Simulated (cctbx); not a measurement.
**Reading a Patterson map**

Space group C2/c (no. 15), a = 13.0280 Å, b = 11.4360 Å, c = 11.2260 Å, α = 90.00°, β = 90.80°, γ = 90.00°, content Bi24 Cd12 O60.

Simulated single-crystal data (cctbx): Mo Kα, λ = 0.71073 Å, to d = 0.75 Å, 80 % of the full sphere, strongest reflection 20000 counts, noise from counting, a 1.5 % proportional error and a noise floor of 2 counts (s.d.); no absorption, some extinction.

Patterson synthesis, origin scaled to 1000:

```text
Patterson group C 1 2/m 1
      u       v       w   height  length (A)
  0.000   0.000   0.000   1000.0     0.00
  0.165   0.500  -0.003    795.5     6.11
  0.000   0.286   0.500    321.1     6.50
  0.163   0.459   0.310    316.3     6.63
  0.173   0.500   0.382    312.6     7.47
  0.164   0.173   0.810    306.9     3.63
  0.002   0.324   0.186    270.6     4.25
 -0.002   0.041   0.314    264.8     3.56
  0.166   0.217   0.497    263.0     6.45
  0.161   0.500   0.624    259.0     7.42
  0.171   0.176   0.190    258.9     3.67
  0.172   0.460   0.691    257.8     6.70
  0.009   0.000   0.382    244.2     4.29
  0.172   0.213   0.881    153.9     3.58
```

Q: Assign the vectors.

A peak at u stands for all pairs with xi − xj = u, with weight Σ ZiZj against Σ Z² = 196824 at the origin. Peak heights follow these weights only roughly, since form factors, motion and series ripples differ, all vectors within 0.55 Å of a peak are counted as merged into it though the farther ones add only part of their weight, and F(000) is left out, which lowers the whole map:

| u | v | w | shortest length (Å) | height | 1000 ΣZiZj/ΣZ² | pairs in the cell |
| --- | --- | --- | --- | --- | --- | --- |
| 0.165 | 0.500 | -0.003 | 4.36 | 796 | 925 | 24 × Bi–Cd, 12 × Bi–Bi, 60 × O–O |
| 0.000 | 0.286 | 0.500 | 6.50 | 321 | 327 | 8 × Bi–Bi, 4 × Cd–Cd |
| 0.163 | 0.459 | 0.310 | 5.66 | 316 | 335 | 8 × Bi–Bi, 4 × Cd–Cd, 24 × O–O |
| 0.173 | 0.500 | 0.382 | 6.09 | 313 | 327 | 8 × Bi–Bi, 4 × Cd–Cd |
| 0.164 | 0.173 | 0.810 | 3.63 | 307 | 331 | 8 × Bi–Bi, 4 × Cd–Cd, 12 × O–O |
| 0.002 | 0.324 | 0.186 | 4.25 | 271 | 306 | 8 × Bi–Cd, 4 × Bi–Bi, 12 × O–O |
| -0.002 | 0.041 | 0.314 | 3.56 | 265 | 308 | 8 × Bi–Cd, 4 × Bi–Bi, 20 × O–O |
| 0.166 | 0.217 | 0.497 | 6.45 | 263 | 302 | 8 × Bi–Cd, 4 × Bi–Bi |
| 0.161 | 0.500 | 0.624 | 6.07 | 259 | 305 | 8 × Bi–Cd, 4 × Bi–Bi, 8 × O–O |
| 0.171 | 0.176 | 0.190 | 3.66 | 259 | 306 | 8 × Bi–Cd, 4 × Bi–Bi, 12 × O–O |

The table stops at ten peaks or at a height of 45, below which ripples compete. In the model behind the data Bi, the heaviest element, has 3 independent sites: (0.8335, 0.1429, 0.0651), (0.6696, 0.3160, 0.2521) and (0.5049, 0.1456, 0.4463), up to an allowed shift of origin; the Bi–Bi vectors are differences of these positions and their symmetry mates. The whole model:

| atom | mult. | x | y | z | Ueq (Å²) |
| --- | --- | --- | --- | --- | --- |
| Bi1 | 8 | 0.8335 | 0.1429 | 0.0651 | 0.0048 |
| Bi2 | 8 | 0.6696 | 0.3160 | 0.2521 | 0.0058 |
| Bi3 | 8 | 0.5049 | 0.1456 | 0.4463 | 0.0057 |
| Cd1 | 8 | 0.8394 | 0.1346 | 0.4318 | 0.0063 |
| Cd2 | 4 | 1/2 | 0.1739 | 3/4 | 0.0069 |
| O1 | 8 | 0.6682 | 0.2025 | 0.0919 | 0.0138 |
| O2 | 8 | 0.6599 | 0.2026 | 0.4098 | 0.0116 |
| O3 | 8 | 0.8395 | 0.0610 | 0.8830 | 0.0118 |
| O4 | 8 | 0.6822 | 0.2438 | 0.7503 | 0.0134 |
| O5 | 8 | 0.4987 | 0.2932 | 0.5759 | 0.0114 |
| O6 | 8 | 0.8275 | 0.0544 | 0.6225 | 0.0143 |
| O7 | 4 | 1/2 | 0.2554 | 1/4 | 0.0120 |
| O8 | 8 | 0.5069 | 0.0409 | 0.6059 | 0.0135 |

This is a model crystal, built by substitution and not relaxed, with assumed displacement parameters.

[Logs are printed without paths, hosts, clocks, repeated set-up lines and the standing remarks that a program may print on its own settings, such as how far it seeks lower states.]
